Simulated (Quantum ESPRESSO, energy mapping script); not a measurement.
# MnS: exchange couplings from total energies, part 2 of 3

How strongly do the moments of MnS couple under PBE+U (6 eV), QE, GBRV? The plan is to run several orders and fit a Heisenberg model.

PBE with U = 6 eV on Mn d, ortho-atomic projectors; plane waves, U on orthogonalised atomic orbitals unless named otherwise, collinear spin, no spin–orbit coupling.

So far. Step 3 (Order 2: compensated +−, cell A of 4 atoms): The run ends antiferromagnetic, 27.10 meV a magnetic atom below the parallel order of its cell. Step 4 (Order 3: parallel, cell B of 4 atoms): The run ends ferromagnetic. For each magnetic atom its energy differs from the parallel run of the first cell by 0.81 meV, an error that one common reference would have brought in.

The database entry behind the starting cell differs from later determinations by our own check (an axis about 0.2 % short against later determinations), so it need not match the best structure at ambient conditions.

### Step 5. Run 4 (compensated +−; cell B, 4 atoms)

Level of this step: PBE with U = 6 eV on Mn d, ortho-atomic projectors, GBRV potentials (Quantum ESPRESSO).

This order reverses 8 of the 12 neighbours at 3.68 Å, 0 of the 6 neighbours at 5.21 Å and 16 of the 24 neighbours at 6.38 Å, counted for an average magnetic atom.

Contents of pw.in:

```
&control
  calculation = 'scf'
  prefix = 'pw'
  outdir = './tmp/'
  pseudo_dir = './pseudo/'
  verbosity = 'low'
/
&system
  ibrav = 0
  nat = 4
  ntyp = 3
  ecutwfc = 45
  ecutrho = 360
  nbnd = 33
  occupations = 'smearing'
  smearing = 'fd'
  degauss = 0.00367493
  nspin = 2
  starting_magnetization(1) = 0.3000
  starting_magnetization(2) = -0.3000
/
&electrons
  conv_thr = 1.0e-08
  electron_maxstep = 120
  mixing_beta = 0.3
  mixing_mode = 'plain'
/
ATOMIC_SPECIES
  Mn1 54.9380 Mn.upf
  Mn2 54.9380 Mn.upf
  S 32.0600 S.upf
CELL_PARAMETERS angstrom
  0.00000000 -2.60450000 -2.60450000
  0.00000000 2.60450000 -2.60450000
  5.20900000 0.00000000 0.00000000
ATOMIC_POSITIONS crystal
  Mn1 0.50000000 0.50000000 0.50000000
  Mn2 0.00000000 0.00000000 0.00000000
  S 0.50000000 0.50000000 0.00000000
  S 0.00000000 0.00000000 0.50000000
K_POINTS automatic
  6 6 4 0 0 0
HUBBARD {ortho-atomic}
U Mn1-3d 6
U Mn2-3d 6
```

The run is started by

```
OMP_NUM_THREADS=1 mpirun -n 8 pw.x -nk 8 -in pw.in > pw.out
```

The log of the run:

```text
[banner, memory and clock lines left out]
Program PWSCF v.7.5 starts
[...]
unit-cell volume          =     476.9026 (a.u.)^3
     number of atoms/cell      =            4
[...]
number of electrons       =        42.00
     number of Kohn-Sham states=           33
     kinetic-energy cutoff     =      45.0000  Ry
     charge density cutoff     =     360.0000  Ry
[...]
The total energy is F=E-TS. E is the sum of the following terms:
     one-electron contribution =    -264.71765905 Ry
     hartree contribution      =     147.53891616 Ry
     xc contribution           =     -70.55270966 Ry
     ewald contribution        =    -282.98656422 Ry
     Hubbard energy            =       0.10005314 Ry
     total magnetization       =    -0.00 Bohr mag/cell
     absolute magnetization    =     9.84 Bohr mag/cell
     convergence has been achieved in  10 iterations
[key lines of the parts left out:]
!    total energy              =    -470.61796374 Ry
the Fermi energy is    10.5029 ev
```

Wall time 21 s (8 MPI ranks of Intel Xeon Platinum 8375C at 2.90GHz (Ice Lake), shared host); peak memory 1 GiB; 2.8 min of CPU time.

The run ends antiferromagnetic, 13.04 meV a magnetic atom below the parallel order of its cell.

### Step 6. Parallel start in cell C (6 atoms)

The parallel order again, as the reference for this cell.

Contents of pw.in:

```
&control
  calculation = 'scf'
  prefix = 'pw'
  outdir = './tmp/'
  pseudo_dir = './pseudo/'
  verbosity = 'low'
/
&system
  ibrav = 0
  nat = 6
  ntyp = 2
  ecutwfc = 45
  ecutrho = 360
  nbnd = 54
  occupations = 'smearing'
  smearing = 'fd'
  degauss = 0.00367493
  nspin = 2
  starting_magnetization(1) = 0.3000
/
&electrons
  conv_thr = 1.5e-08
  electron_maxstep = 120
  mixing_beta = 0.3
  mixing_mode = 'plain'
/
ATOMIC_SPECIES
  Mn 54.9380 Mn.upf
  S 32.0600 S.upf
CELL_PARAMETERS angstrom
  0.00000000 2.60450000 2.60450000
  -2.60450000 0.00000000 -2.60450000
  -5.20900000 -5.20900000 5.20900000
ATOMIC_POSITIONS crystal
  Mn 0.00000000 0.00000000 0.00000000
  Mn 0.33333333 0.66666667 0.66666667
  Mn 0.66666667 0.33333333 0.33333333
  S 0.66666667 0.33333333 0.83333333
  S 0.00000000 0.00000000 0.50000000
  S 0.33333333 0.66666667 0.16666667
K_POINTS automatic
  7 7 3 0 0 0
HUBBARD {ortho-atomic}
U Mn-3d 6
```

The log of the run:

```text
[banner, memory and clock lines left out]
Program PWSCF v.7.5 starts
[...]
unit-cell volume          =     715.3539 (a.u.)^3
     number of atoms/cell      =            6
[...]
number of electrons       =        63.00
     number of Kohn-Sham states=           54
     kinetic-energy cutoff     =      45.0000  Ry
     charge density cutoff     =     360.0000  Ry
[...]
The total energy is F=E-TS. E is the sum of the following terms:
     one-electron contribution =    -397.10857067 Ry
     hartree contribution      =     221.35954008 Ry
     xc contribution           =    -105.84141111 Ry
     ewald contribution        =    -424.47984633 Ry
     Hubbard energy            =       0.14604129 Ry
     total magnetization       =    15.00 Bohr mag/cell
     absolute magnetization    =    15.00 Bohr mag/cell
     convergence has been achieved in  11 iterations
[key lines of the parts left out:]
!    total energy              =    -705.92424676 Ry
the Fermi energy is    10.6128 ev
```

The job ended after 30 s (8 MPI ranks; peak memory 1.4 GiB).

The run ends ferromagnetic. For each magnetic atom its energy differs from the parallel run of the first cell by 0.01 meV, an error that one common reference would have brought in.

### Step 7. Uncompensated ++− start in cell C (6 atoms)

This order reverses 4 of the 12 neighbours at 3.68 Å, 4 of the 6 neighbours at 5.21 Å and 12 of the 24 neighbours at 6.38 Å, counted for an average magnetic atom.

pw.in: that of step 6 with these lines changed.

```diff
@@ -10,6 +10,6 @@
   nat = 6
-  ntyp = 2
+  ntyp = 3
   ecutwfc = 45
   ecutrho = 360
-  nbnd = 54
+  nbnd = 49
   occupations = 'smearing'
@@ -19,2 +19,3 @@
   starting_magnetization(1) = 0.3000
+  starting_magnetization(2) = -0.3000
 /
@@ -27,3 +28,4 @@
 ATOMIC_SPECIES
-  Mn 54.9380 Mn.upf
+  Mn1 54.9380 Mn.upf
+  Mn2 54.9380 Mn.upf
   S 32.0600 S.upf
@@ -34,5 +36,5 @@
 ATOMIC_POSITIONS crystal
-  Mn 0.00000000 0.00000000 0.00000000
-  Mn 0.33333333 0.66666667 0.66666667
-  Mn 0.66666667 0.33333333 0.33333333
+  Mn1 0.00000000 0.00000000 0.00000000
+  Mn1 0.33333333 0.66666667 0.66666667
+  Mn2 0.66666667 0.33333333 0.33333333
   S 0.66666667 0.33333333 0.83333333
@@ -43,2 +45,3 @@
 HUBBARD {ortho-atomic}
-U Mn-3d 6
+U Mn1-3d 6
+U Mn2-3d 6
```

The log of the run:

```text
[banner, memory and clock lines left out]
Program PWSCF v.7.5 starts
[...]
unit-cell volume          =     715.3539 (a.u.)^3
     number of atoms/cell      =            6
[...]
number of electrons       =        63.00
     number of Kohn-Sham states=           49
     kinetic-energy cutoff     =      45.0000  Ry
     charge density cutoff     =     360.0000  Ry
[...]
The total energy is F=E-TS. E is the sum of the following terms:
     one-electron contribution =    -397.22089374 Ry
     hartree contribution      =     221.44055672 Ry
     xc contribution           =    -105.82626948 Ry
     ewald contribution        =    -424.47984633 Ry
     Hubbard energy            =       0.15735820 Ry
     total magnetization       =     5.00 Bohr mag/cell
     absolute magnetization    =    14.60 Bohr mag/cell
     convergence has been achieved in  11 iterations
[key lines of the parts left out:]
!    total energy              =    -705.92909464 Ry
the Fermi energy is    10.6354 ev
```

The job ended after 34 s (8 MPI ranks; peak memory 1.4 GiB).

The run ends ferrimagnetic, 21.99 meV a magnetic atom below the parallel order of its cell.

### Step 8. Parallel start in cell D (6 atoms)

The parallel order again, as the reference for this cell.

This run holds the same structure in another cell (b 3.683 → 5.209 Å, c 9.022 → 6.380 Å, α 90.0 → 114.1°, β 90.0 → 106.8°, γ 120.0 → 90.0°).

Contents of pw.in:

```
&control
  calculation = 'scf'
  prefix = 'pw'
  outdir = './tmp/'
  pseudo_dir = './pseudo/'
  verbosity = 'low'
/
&system
  ibrav = 0
  nat = 6
  ntyp = 2
  ecutwfc = 45
  ecutrho = 360
  nbnd = 54
  occupations = 'smearing'
  smearing = 'fd'
  degauss = 0.00367493
  nspin = 2
  starting_magnetization(1) = 0.3000
/
&electrons
  conv_thr = 1.5e-08
  electron_maxstep = 120
  mixing_beta = 0.3
  mixing_mode = 'plain'
/
ATOMIC_SPECIES
  Mn 54.9380 Mn.upf
  S 32.0600 S.upf
CELL_PARAMETERS angstrom
  0.00000000 -2.60450000 -2.60450000
  -5.20900000 0.00000000 0.00000000
  2.60450000 5.20900000 -2.60450000
ATOMIC_POSITIONS crystal
  Mn 0.66666667 0.66666667 0.33333333
  Mn 0.33333333 0.33333333 0.66666667
  Mn 0.00000000 0.00000000 0.00000000
  S 0.66666667 0.16666667 0.33333333
  S 0.33333333 0.83333333 0.66666667
  S 0.00000000 0.50000000 0.00000000
K_POINTS automatic
  6 6 6 0 0 0
HUBBARD {ortho-atomic}
U Mn-3d 6
```

The log of the run:

```text
[banner, memory and clock lines left out]
Program PWSCF v.7.5 starts
[...]
unit-cell volume          =     715.3539 (a.u.)^3
     number of atoms/cell      =            6
[...]
number of electrons       =        63.00
     number of Kohn-Sham states=           54
     kinetic-energy cutoff     =      45.0000  Ry
     charge density cutoff     =     360.0000  Ry
[...]
The total energy is F=E-TS. E is the sum of the following terms:
     one-electron contribution =    -397.10943179 Ry
     hartree contribution      =     221.36048047 Ry
     xc contribution           =    -105.84149506 Ry
     ewald contribution        =    -424.47984633 Ry
     Hubbard energy            =       0.14604796 Ry
     total magnetization       =    15.00 Bohr mag/cell
     absolute magnetization    =    15.00 Bohr mag/cell
     convergence has been achieved in  10 iterations
[key lines of the parts left out:]
!    total energy              =    -705.92424485 Ry
the Fermi energy is    10.5396 ev
```

Elapsed: 64 s, on 8 MPI ranks; peak memory 1.5 GiB; 8.5 min of CPU time.

The run ends ferromagnetic. For each magnetic atom its energy differs from the parallel run of the first cell by 0.02 meV, an error that one common reference would have brought in.

### Step 9. Order 8: uncompensated ++−, cell D of 6 atoms

This order reverses 6.67 of the 12 neighbours at 3.68 Å, 2.67 of the 6 neighbours at 5.21 Å and 8 of the 24 neighbours at 6.38 Å, counted for an average magnetic atom.

pw.in: that of step 8 with these lines changed.

```diff
@@ -10,6 +10,6 @@
   nat = 6
-  ntyp = 2
+  ntyp = 3
   ecutwfc = 45
   ecutrho = 360
-  nbnd = 54
+  nbnd = 49
   occupations = 'smearing'
@@ -19,2 +19,3 @@
   starting_magnetization(1) = 0.3000
+  starting_magnetization(2) = -0.3000
 /
@@ -27,3 +28,4 @@
 ATOMIC_SPECIES
-  Mn 54.9380 Mn.upf
+  Mn1 54.9380 Mn.upf
+  Mn2 54.9380 Mn.upf
   S 32.0600 S.upf
@@ -34,5 +36,5 @@
 ATOMIC_POSITIONS crystal
-  Mn 0.66666667 0.66666667 0.33333333
-  Mn 0.33333333 0.33333333 0.66666667
-  Mn 0.00000000 0.00000000 0.00000000
+  Mn1 0.66666667 0.66666667 0.33333333
+  Mn1 0.33333333 0.33333333 0.66666667
+  Mn2 0.00000000 0.00000000 0.00000000
   S 0.66666667 0.16666667 0.33333333
@@ -43,2 +45,3 @@
 HUBBARD {ortho-atomic}
-U Mn-3d 6
+U Mn1-3d 6
+U Mn2-3d 6
```

The log of the run:

```text
[banner, memory and clock lines left out]
Program PWSCF v.7.5 starts
[...]
unit-cell volume          =     715.3539 (a.u.)^3
     number of atoms/cell      =            6
[...]
number of electrons       =        63.00
     number of Kohn-Sham states=           49
     kinetic-energy cutoff     =      45.0000  Ry
     charge density cutoff     =     360.0000  Ry
[...]
The total energy is F=E-TS. E is the sum of the following terms:
     one-electron contribution =    -397.16926683 Ry
     hartree contribution      =     221.39002166 Ry
     xc contribution           =    -105.82533109 Ry
     ewald contribution        =    -424.47984633 Ry
     Hubbard energy            =       0.15558527 Ry
     total magnetization       =     5.00 Bohr mag/cell
     absolute magnetization    =    14.62 Bohr mag/cell
     convergence has been achieved in  11 iterations
[key lines of the parts left out:]
!    total energy              =    -705.92883732 Ry
the Fermi energy is    10.5926 ev
```

It took 62 s on 8 MPI ranks; peak memory 1.5 GiB.

The run ends ferrimagnetic, 20.83 meV a magnetic atom below the parallel order of its cell.

### Step 10. Parallel start in cell E (6 atoms)

The parallel order again, as the reference for this cell.

This run holds the same structure in another cell (b 5.209 → 3.683 Å, c 6.380 → 8.236 Å, α 114.1 → 102.9°, β 106.8 → 102.9°).

Contents of pw.in:

```
&control
  calculation = 'scf'
  prefix = 'pw'
  outdir = './tmp/'
  pseudo_dir = './pseudo/'
  verbosity = 'low'
/
&system
  ibrav = 0
  nat = 6
  ntyp = 2
  ecutwfc = 45
  ecutrho = 360
  nbnd = 54
  occupations = 'smearing'
  smearing = 'fd'
  degauss = 0.00367493
  nspin = 2
  starting_magnetization(1) = 0.3000
/
&electrons
  conv_thr = 1.5e-08
  electron_maxstep = 120
  mixing_beta = 0.3
  mixing_mode = 'plain'
/
ATOMIC_SPECIES
  Mn 54.9380 Mn.upf
  S 32.0600 S.upf
CELL_PARAMETERS angstrom
  0.00000000 2.60450000 2.60450000
  0.00000000 2.60450000 -2.60450000
  -7.81350000 -2.60450000 0.00000000
ATOMIC_POSITIONS crystal
  Mn 0.00000000 0.00000000 0.00000000
  Mn 0.33333333 0.33333333 0.66666667
  Mn 0.66666667 0.66666667 0.33333333
  S 0.83333333 0.83333333 0.66666667
  S 0.16666667 0.16666667 0.33333333
  S 0.50000000 0.50000000 0.00000000
K_POINTS automatic
  6 6 6 0 0 0
HUBBARD {ortho-atomic}
U Mn-3d 6
```

The log of the run:

```text
[banner, memory and clock lines left out]
Program PWSCF v.7.5 starts
[...]
unit-cell volume          =     715.3539 (a.u.)^3
     number of atoms/cell      =            6
[...]
number of electrons       =        63.00
     number of Kohn-Sham states=           54
     kinetic-energy cutoff     =      45.0000  Ry
     charge density cutoff     =     360.0000  Ry
[...]
The total energy is F=E-TS. E is the sum of the following terms:
     one-electron contribution =    -397.10843642 Ry
     hartree contribution      =     221.35981555 Ry
     xc contribution           =    -105.84167025 Ry
     ewald contribution        =    -424.47984633 Ry
     Hubbard energy            =       0.14603743 Ry
     total magnetization       =    15.00 Bohr mag/cell
     absolute magnetization    =    15.00 Bohr mag/cell
     convergence has been achieved in  11 iterations
[key lines of the parts left out:]
!    total energy              =    -705.92410013 Ry
the Fermi energy is    10.5419 ev
```

Run time: 43 s. Hardware: 8 MPI ranks; peak memory 1.4 GiB; 5.7 min of CPU time.

The run ends ferromagnetic. For each magnetic atom its energy differs from the parallel run of the first cell by 0.68 meV, an error that one common reference would have brought in.

### Step 11. Uncompensated ++− start in cell E (6 atoms)

This order reverses 5.33 of the 12 neighbours at 3.68 Å, 1.33 of the 6 neighbours at 5.21 Å and 16 of the 24 neighbours at 6.38 Å, counted for an average magnetic atom.

pw.in: that of step 10 with these lines changed.

```diff
@@ -10,6 +10,6 @@
   nat = 6
-  ntyp = 2
+  ntyp = 3
   ecutwfc = 45
   ecutrho = 360
-  nbnd = 54
+  nbnd = 49
   occupations = 'smearing'
@@ -19,2 +19,3 @@
   starting_magnetization(1) = 0.3000
+  starting_magnetization(2) = -0.3000
 /
@@ -27,3 +28,4 @@
 ATOMIC_SPECIES
-  Mn 54.9380 Mn.upf
+  Mn1 54.9380 Mn.upf
+  Mn2 54.9380 Mn.upf
   S 32.0600 S.upf
@@ -34,5 +36,5 @@
 ATOMIC_POSITIONS crystal
-  Mn 0.00000000 0.00000000 0.00000000
-  Mn 0.33333333 0.33333333 0.66666667
-  Mn 0.66666667 0.66666667 0.33333333
+  Mn1 0.00000000 0.00000000 0.00000000
+  Mn1 0.33333333 0.33333333 0.66666667
+  Mn2 0.66666667 0.66666667 0.33333333
   S 0.83333333 0.83333333 0.66666667
@@ -43,2 +45,3 @@
 HUBBARD {ortho-atomic}
-U Mn-3d 6
+U Mn1-3d 6
+U Mn2-3d 6
```

The log of the run:

```text
[banner, memory and clock lines left out]
Program PWSCF v.7.5 starts
[...]
unit-cell volume          =     715.3539 (a.u.)^3
     number of atoms/cell      =            6
[...]
number of electrons       =        63.00
     number of Kohn-Sham states=           49
     kinetic-energy cutoff     =      45.0000  Ry
     charge density cutoff     =     360.0000  Ry
[...]
The total energy is F=E-TS. E is the sum of the following terms:
     one-electron contribution =    -397.13357082 Ry
     hartree contribution      =     221.36287371 Ry
     xc contribution           =    -105.82925451 Ry
     ewald contribution        =    -424.47984633 Ry
     Hubbard energy            =       0.15225196 Ry
     total magnetization       =     5.00 Bohr mag/cell
     absolute magnetization    =    14.72 Bohr mag/cell
     convergence has been achieved in  11 iterations
[key lines of the parts left out:]
!    total energy              =    -705.92754599 Ry
the Fermi energy is    10.6634 ev
```

Run time: 37 s. Hardware: 8 MPI ranks; peak memory 1.4 GiB.

The run ends ferrimagnetic, 15.63 meV a magnetic atom below the parallel order of its cell.

(Part 2 of 3 ends here.)

[Logs and program files are shortened in this print: banners, set-up blocks, solver, clock and traceback lines can be left out without a mark of their own.]

[Logs are printed without paths, hosts, clocks, repeated set-up lines and the standing remarks that a program may print on its own settings, such as how far it seeks lower states.]

[Hosts, paths, dates, database ids (printed as entryN), source tags and the programs' standing remarks are cut or masked in the printed files.]

[Where a cell is said to come from a database of computed structures, the database is the Materials Project.]
